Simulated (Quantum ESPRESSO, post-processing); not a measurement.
# Mo: work function by face, part 6 of 6

Wanted: work functions of Mo face by face, under two functionals.

Quantum ESPRESSO 7.5; plane-wave DFT, PBE, PseudoDojo norm-conserving pseudopotentials.

So far. Step 11 (Electrostatic potential of (100)): On (100) the work function under LDA lies +0.32 eV from PBE's. Step 12 (Relaxing the ions of (111), PBE): The relaxation lowers the energy by 60 meV an atom. On the free atoms the largest force ends at 0.001 eV/Å.

**13. SCF with pw.x of (111), PBE**

Level of this step: plane-wave DFT, PBE, PseudoDojo norm-conserving pseudopotentials (Quantum ESPRESSO 7.5).

111.pbe.in reads:

```
&control
  prefix = '111.pbe'
  outdir = './out'
  pseudo_dir = './pseudo'
  calculation = 'scf'
  tprnfor = .true.
/
&system
  ibrav = 0
  nat = 9
  ntyp = 1
  ecutwfc = 72
  ecutrho = 288
  occupations = 'smearing'
  smearing = 'mv'
  degauss = 0.02
/
&electrons
  conv_thr = 1e-07
  mixing_beta = 0.4
  electron_maxstep = 120
  mixing_mode = 'local-TF'
/
ATOMIC_SPECIES
  Mo  95.9500  Mo.dojo-sr-pbe-0.4.1-standard.upf
CELL_PARAMETERS angstrom
  4.45477272147525 0.00000000000000 0.00000000000000
  2.22738636073762 3.85794634488350 0.00000000000000
  0.00000000000000 0.00000000000000 23.27461339178928
ATOMIC_POSITIONS crystal
  Mo  0.333333333300 0.333333333300 0.354553635600
  Mo  0.666666666700 0.666666666700 0.386257173600
  Mo  0.000000000000 0.000000000000 0.421861071700
  Mo  0.333333333300 0.333333333300 0.460930535800
  Mo  0.666666666700 0.666666666700 0.500000000000
  Mo  0.000000000000 0.000000000000 0.539069464200
  Mo  0.333333333300 0.333333333300 0.578138928300
  Mo  0.666666666700 0.666666666700 0.613742826400
  Mo  0.000000000000 0.000000000000 0.645446364400
K_POINTS automatic
  6 6 1 0 0 0
```

Started as:

```sh
OMP_NUM_THREADS=1 mpirun -n 4 pw.x -nk 2 -in 111.pbe.in > 111.pbe.out
```

Log:

```text
[banner, memory and clock lines left out]
Program PWSCF v.7.5 starts
[citation notice left out]

[...]
Message from routine setup:
[...]
bravais-lattice index     =            0
     lattice parameter (alat)  =       8.4183  a.u.
     unit-cell volume          =    2699.3600 (a.u.)^3
     number of atoms/cell      =            9
     number of atomic types    =            1
     number of electrons       =       126.00
     number of Kohn-Sham states=           76
     kinetic-energy cutoff     =      72.0000  Ry
     charge density cutoff     =     288.0000  Ry
     scf convergence threshold =      1.0E-07
     mixing beta               =       0.4000
     number of iterations used =            8  local-TF  mixing
     Exchange-correlation= PBE
                           (   1   4   3   4   0   0   0)

[...]
PseudoPot. # 1 for Mo read from file:
     ./pseudo/Mo.dojo-sr-pbe-0.4.1-standard.upf
     Pseudo is Norm-conserving + core correction, Zval = 14.0
     Generated using ONCVPSP code by D. R. Hamann
     Using radial grid of 1640 points,  6 beta functions with:
                l(1) =   0
                l(2) =   0
                l(3) =   1
                l(4) =   1
                l(5) =   2
                l(6) =   2

     atomic species   valence    mass     pseudopotential
     Mo               14.00    95.95000     Mo( 1.00)

     12 Sym. Ops., with inversion, found ( 6 have fractional translation)

[...]
number of k points=     7  Marzari-Vanderbilt smearing, width (Ry)=  0.0200
[...]
Dense  grid:   222885 G-vectors     FFT dimensions: (  45,  45, 240)

     Initial potential from superposition of free atoms

     starting charge     125.9871, renormalised to     126.0000

     negative rho (up, down):  1.342E-04 0.000E+00
     Starting wfcs are   90 randomized atomic wfcs

     per-process dynamical memory:   165.7 Mb

     Self-consistent Calculation

     iteration #  1     ecut=    72.00 Ry     beta= 0.40
     Davidson diagonalization with overlap
     ethr =  1.00E-02,  avg # of iterations =  2.0

     total energy              =   -1264.68243969 Ry
     estimated scf accuracy    <       3.18684578 Ry

     iteration #  2     ecut=    72.00 Ry     beta= 0.40
[...]
total energy              =   -1264.41551844 Ry
     estimated scf accuracy    <       1.43166277 Ry

     iteration #  3     ecut=    72.00 Ry     beta= 0.40
[...]
total energy              =   -1264.50036627 Ry
     estimated scf accuracy    <       0.14419803 Ry

     iteration #  4     ecut=    72.00 Ry     beta= 0.40
[...]
total energy              =   -1264.51521585 Ry
     estimated scf accuracy    <       0.06112827 Ry

     iteration #  5     ecut=    72.00 Ry     beta= 0.40
[...]
total energy              =   -1264.51984397 Ry
     estimated scf accuracy    <       0.02567265 Ry

     iteration #  6     ecut=    72.00 Ry     beta= 0.40
[...]
total energy              =   -1264.51340002 Ry
     estimated scf accuracy    <       0.03034528 Ry

[...]
iteration # 16     ecut=    72.00 Ry     beta= 0.40
[...]
negative rho (up, down):  1.495E-05 0.000E+00

[...]
total energy              =   -1264.51467958 Ry
     estimated scf accuracy    <       0.00000199 Ry

     iteration # 17     ecut=    72.00 Ry     beta= 0.40
[...]
negative rho (up, down):  1.178E-07 0.000E+00

[...]
total energy              =   -1264.51467998 Ry
     estimated scf accuracy    <       0.00000016 Ry

     iteration # 18     ecut=    72.00 Ry     beta= 0.40
[...]
negative rho (up, down):  5.887E-06 0.000E+00

[...]
total energy              =   -1264.51468006 Ry
     estimated scf accuracy    <       0.00000011 Ry

     iteration # 19     ecut=    72.00 Ry     beta= 0.40
[...]
End of self-consistent calculation

          k = 0.0000 0.0000 0.0000 ( 27887 PWs)   bands (ev):

   -56.2415 -56.0966 -56.0455 -55.9280 -55.8753 -55.8262 -55.8145 -55.6452
   -55.6350 -30.7161 -30.6451 -30.5437 -30.5370 -30.5370 -30.4984 -30.4984
   -30.4124 -30.4124 -30.2519 -30.2519 -30.0967 -30.0967 -30.0945 -30.0133
   -29.8812 -29.8357 -29.8357 -29.6256 -29.6256 -29.6067 -29.5699 -29.4552
   -29.3876 -29.3876 -29.3864 -29.3864  -1.6226  -0.1277  -0.1246  -0.1246
     1.0371   1.0371   1.5682   1.6922   1.9275   2.0699   2.0699   2.1539
     2.1539   2.3153   2.3153   2.8962   3.0232   3.0232   3.1251   3.2116
     3.2116   3.6899   3.7550   3.7550   3.8290   3.8290   4.2927   5.3209
     5.6535   6.1351   6.1351   6.2942   6.2942   6.6289   6.6289   6.7884
     6.7884   7.0424   7.0424   7.4436

          k = 0.0000 0.1925 0.0000 ( 27906 PWs)   bands (ev):

   -56.2211 -56.0801 -56.0451 -55.9388 -55.8876 -55.8200 -55.8093 -55.6587
   -55.6490 -30.7568 -30.6967 -30.6798 -30.6369 -30.5795 -30.5224 -30.4411
   -30.3529 -30.3028 -30.1854 -30.1836 -30.0722 -30.0514 -30.0512 -30.0195
   -29.8873 -29.8182 -29.7763 -29.6722 -29.6271 -29.5953 -29.5540 -29.4777
   -29.4444 -29.4213 -29.3892 -29.3829  -1.2442   0.0324   0.1068   0.1507
     0.8579   1.1632   1.2068   1.5240   1.5802   1.8317   1.9546   2.0114
     2.1917   2.2526   2.4190   3.0313   3.1233   3.1755   3.2351   3.3243
     3.3868   3.6243   3.8028   4.1374   4.1824   4.4579   4.5213   5.3116
     5.6912   5.7683   5.9617   6.0760   6.0855   6.4916   6.5845   6.7177
     6.7308   6.9464   7.0677   7.1246

[...]
the Fermi energy is     5.0661 ev

!    total energy              =   -1264.51468007 Ry
     estimated scf accuracy    <          3.6E-09 Ry
     smearing contrib. (-TS)   =      -0.00133969 Ry
     internal energy E=F+TS    =   -1264.51334038 Ry

     The total energy is F=E-TS. E is the sum of the following terms:
     one-electron contribution =  -10609.02586671 Ry
     hartree contribution      =    5308.80499053 Ry
     xc contribution           =    -185.35848534 Ry
     ewald contribution        =    4221.06602115 Ry

     convergence has been achieved in  19 iterations

     Forces acting on atoms (cartesian axes, Ry/au):

     atom    1 type  1   force =     0.00000000    0.00000000   -0.00183762
     atom    2 type  1   force =     0.00000000   -0.00000000   -0.00115459
     atom    3 type  1   force =    -0.00000000   -0.00000000   -0.03730133
     atom    4 type  1   force =     0.00000000    0.00000000   -0.01234551
     atom    5 type  1   force =     0.00000000   -0.00000000    0.00000000
     atom    6 type  1   force =     0.00000000   -0.00000000    0.01234551
     atom    7 type  1   force =     0.00000000    0.00000000    0.03730133
     atom    8 type  1   force =     0.00000000    0.00000000    0.00115459
     atom    9 type  1   force =     0.00000000   -0.00000000    0.00183762

     Total force =     0.055651     Total SCF correction =     0.000264

[...]
```

The job ended after 2.3 min (4 MPI ranks of Intel Xeon 6975P-C (Granite Rapids), shared host; peak memory 1.1 GiB; 9 min of CPU time).

This step gave:

```
free energy  : -17204.5987 eV
Fermi energy : 5.066 eV
```

**14. Potential by pp.x of (111)**

111.pbe.pot.in reads:

```
&inputpp
  prefix = '111.pbe'
  outdir = './out'
  filplot = '111.pbe.pot.dat'
  plot_num = 11
/
```

Started as:

```sh
OMP_NUM_THREADS=1 mpirun -n 4 pp.x -in 111.pbe.pot.in > 111.pbe.pot.out
```

Log:

```text
[banner, memory and clock lines left out]
Program POST-PROC v.7.5 starts

          URL

     ./out/111.pbe.save/

     IMPORTANT: XC functional enforced from input :
     Exchange-correlation= PBE
                           (   1   4   3   4   0   0   0)
     Any further DFT definition will be discarded
     Please, verify this is what you really want

     Calling punch_plot, plot_num =  11
     Writing data to file  111.pbe.pot.dat
     Message from routine chdens:
     namelist plot not found or invalid, exiting
```

The job ended after 1.4 s (4 MPI ranks; peak memory 0.12 GiB; 4.8 s of CPU time).

Read from the output:

- work function of the upper face: 3.863 eV
- slope of the potential above: 2.95e-4 eV/Å
- upper vacuum line continued to the top atoms, over the Fermi level: 3.861 eV
- work function of the lower face: 3.863 eV
- slope of the potential below: -2.18e-4 eV/Å
- lower vacuum line continued to the bottom atoms, over the Fermi level: 3.861 eV

The potential energy, planar mean oscillates, so the rows of the table below give means over windows of 0.87 Å about each position, cut where the curve ends. Its maxima inside the range that stand out by 2 % of the span (Å: eV): 9.41: -17.8, 10.28: -15.6, 11.15: -15.5, 12.12: -15.5, 12.99: -15.6, 13.87: -17.8. Its minima: 8.92: -21.0, 9.79: -19.8, 10.76: -19.1, 11.64: -19.2, 12.51: -19.1, 13.48: -19.8, 14.35: -21.0.

Electrostatic potential energy of an electron; zero at the Fermi level. Potential energy, planar mean against z; means over each step:

| z (Å) | potential energy, planar mean (eV) |
| --- | --- |
| 0.43 | 3.86 |
| 1.30 | 3.86 |
| 2.17 | 3.86 |
| 3.04 | 3.86 |
| 3.91 | 3.86 |
| 4.78 | 3.85 |
| 5.65 | 3.78 |
| 6.52 | 3.28 |
| 7.39 | -0.685 |
| 8.26 | -16.4 |
| 9.13 | -19.5 |
| 10.00 | -17.8 |
| 10.87 | -17.4 |
| 11.74 | -17.4 |
| 12.61 | -17.4 |
| 13.48 | -18.4 |
| 14.35 | -19.9 |
| 15.22 | -12.7 |
| 16.09 | 1.20 |
| 16.96 | 3.50 |
| 17.83 | 3.81 |
| 18.70 | 3.86 |
| 19.57 | 3.86 |
| 20.44 | 3.86 |
| 21.31 | 3.86 |
| 22.18 | 3.86 |
| 23.05 | 3.86 |

**15. Self-consistent run of (111), LDA**

Level of this step: plane-wave DFT, LDA, PseudoDojo norm-conserving pseudopotentials (Quantum ESPRESSO 7.5).

111.lda.in is the input of step 13 with these lines changed:

```diff
@@ -1,3 +1,3 @@
 &control
-  prefix = '111.pbe'
+  prefix = '111.lda'
   outdir = './out'
@@ -24,3 +24,3 @@
 ATOMIC_SPECIES
-  Mo  95.9500  Mo.dojo-sr-pbe-0.4.1-standard.upf
+  Mo  95.9500  Mo.dojo-sr-lda-0.4.1-standard.upf
 CELL_PARAMETERS angstrom
```

Started as:

```sh
OMP_NUM_THREADS=1 mpirun -n 4 pw.x -nk 2 -in 111.lda.in > 111.lda.out
```

Log:

```text
[banner, memory and clock lines left out]
Program PWSCF v.7.5 starts
[...]
Message from routine setup:
[...]
number of electrons       =       126.00
     number of Kohn-Sham states=           76
     kinetic-energy cutoff     =      72.0000  Ry
     charge density cutoff     =     288.0000  Ry
[...]
number of k points=     7  Marzari-Vanderbilt smearing, width (Ry)=  0.0200
[...]
Dense  grid:   222885 G-vectors     FFT dimensions: (  45,  45, 240)
[...]
negative rho (up, down):  1.398E-04 0.000E+00
     Starting wfcs are   90 randomized atomic wfcs
[...]
estimated scf accuracy    <       2.97476229 Ry
[...]
estimated scf accuracy    <       1.36725925 Ry
[...]
estimated scf accuracy    <       0.12893859 Ry
[...]
estimated scf accuracy    <       0.08775578 Ry
[...]
estimated scf accuracy    <       0.02109616 Ry
[...]
estimated scf accuracy    <       0.03442267 Ry
[...]
estimated scf accuracy    <       0.01284639 Ry
[...]
estimated scf accuracy    <       0.00516678 Ry
[...]
negative rho (up, down):  7.329E-03 0.000E+00
[...]
estimated scf accuracy    <       0.00885001 Ry
[...]
negative rho (up, down):  1.130E-02 0.000E+00
[...]
estimated scf accuracy    <       0.00234840 Ry
[...]
negative rho (up, down):  6.348E-03 0.000E+00
[...]
estimated scf accuracy    <       0.00160233 Ry
[...]
negative rho (up, down):  5.080E-03 0.000E+00
[...]
estimated scf accuracy    <       0.00026178 Ry
[...]
negative rho (up, down):  1.573E-03 0.000E+00
[...]
estimated scf accuracy    <       0.00004334 Ry
[...]
negative rho (up, down):  5.503E-04 0.000E+00
[...]
estimated scf accuracy    <       0.00007662 Ry
[...]
negative rho (up, down):  8.445E-05 0.000E+00
[...]
estimated scf accuracy    <       0.00000106 Ry
[...]
negative rho (up, down):  2.470E-05 0.000E+00
[...]
estimated scf accuracy    <       0.00000159 Ry
[...]
negative rho (up, down):  3.905E-06 0.000E+00
[...]
estimated scf accuracy    <       0.00000017 Ry
[...]
the Fermi energy is     4.7726 ev
!    total energy              =   -1266.08955888 Ry
     estimated scf accuracy    <       0.00000003 Ry
     smearing contrib. (-TS)   =      -0.00120131 Ry
     internal energy E=F+TS    =   -1266.08835756 Ry
[...]
one-electron contribution =  -10611.64522069 Ry
     hartree contribution      =    5308.72719835 Ry
     xc contribution           =    -184.23635637 Ry
     ewald contribution        =    4221.06602115 Ry
     convergence has been achieved in  18 iterations
[...]
Total force =     0.070889     Total SCF correction =     0.001253
[...]
```

The job ended after 2.1 min (4 MPI ranks; peak memory 1.1 GiB).

Read from the output:

```
free energy  : -17226.0260 eV
Fermi energy : 4.773 eV
```

**16. Electrostatic potential of (111)**

111.lda.pot.in reads:

```
&inputpp
  prefix = '111.lda'
  outdir = './out'
  filplot = '111.lda.pot.dat'
  plot_num = 11
/
```

Started as:

```sh
OMP_NUM_THREADS=1 mpirun -n 4 pp.x -in 111.lda.pot.in > 111.lda.pot.out
```

Wall time 1.5 s (4 MPI ranks); peak memory 0.13 GiB; 5.1 s of CPU time.

Numbers from this step:

- work function of the upper face: 4.160 eV
- slope of the potential above: 2.30e-4 eV/Å
- upper vacuum line continued to the top atoms, over the Fermi level: 4.159 eV
- work function of the lower face: 4.160 eV
- slope of the potential below: -1.69e-4 eV/Å
- lower vacuum line continued to the bottom atoms, over the Fermi level: 4.159 eV

On (111) the work function under LDA lies +0.30 eV from PBE's.

**17. The series side by side**

All levels:

| level | work function (eV) | CPU time (s) |
| --- | --- | --- |
| (110), PBE | 4.543 | 756 |
| (110), LDA | 4.839 | 736.4 |
| (100), PBE | 3.885 | 413.7 |
| (100), LDA | 4.207 | 398.2 |
| (111), PBE | 3.863 | 542.8 |
| (111), LDA | 4.16 | 506.4 |

**18. A check by hand**

For (110) under PBE, on the run's own zero: φ = 13.820 − (9.277) = 4.543 eV.

**19. Outcome**

```json
{"work function of (110), PBE": "4.54 eV", "work function of (110), LDA": "4.84 eV", "work function of (100), PBE": "3.89 eV", "work function of (100), LDA": "4.21 eV", "work function of (111), PBE": "3.86 eV", "work function of (111), LDA": "4.16 eV"}
```

What this shows: Under PBE the work functions are 4.54 eV on (110), 3.89 eV on (100) and 3.86 eV on (111). In order of packing, from 7.02 to 17.19 Å² an atom, the faces are (110), (100) and (111). The work function falls in the same order, as Smoluchowski's picture of charge smoothing over rough faces expects, though faces within 0.08 eV of each other are not told apart by these slabs. LDA lies +0.30 to +0.32 eV from PBE on the same atoms, nearly a rigid shift. The top two spacings change by -4.0 and +1.4 % on (110), -10.8 and +2.1 % on (100) and -18.9 and -8.9 % on (111). The slabs are thin and unreconstructed, at the tabulated lattice constant; thickness and mesh leave some 0.05 to 0.1 eV open. PBE lies under the measured values on every face, as gradient-corrected functionals often do.

Computed beside measured:

```
                                             quantity  measured              PBE              LDA
                          work function of (110) (eV)      4.95  4.54 (-0.41 eV)  4.84 (-0.11 eV)
work function of (100) (reconstructs in reality) (eV)      4.45  3.89 (-0.56 eV)  4.21 (-0.24 eV)
                          work function of (111) (eV)      4.52  3.86 (-0.66 eV)  4.16 (-0.36 eV)
```

Measured values from arxiv:1902.07811 (2019).

**Verdict.** The grades are ours: good and fair within 3 and 7 % for the work function of (110), 3 and 7 % for the work function of (100) and 3 and 7 % for the work function of (111). Other measurements of the same face can differ from the value quoted by 0.1 to 0.2 eV.

[Logs are printed without paths, hosts, clocks, repeated set-up lines and the standing remarks that a program may print on its own settings, such as how far it seeks lower states.]

[Hosts, paths, dates, database ids (printed as entryN), source tags and the programs' standing remarks are cut or masked in the printed files.]

[Maps of the electrostatic potential energy from Ansatz leave out the sawtooth potential of an applied field or a dipole correction, so their vacuum need not be flat; planar profiles and work functions include it.]
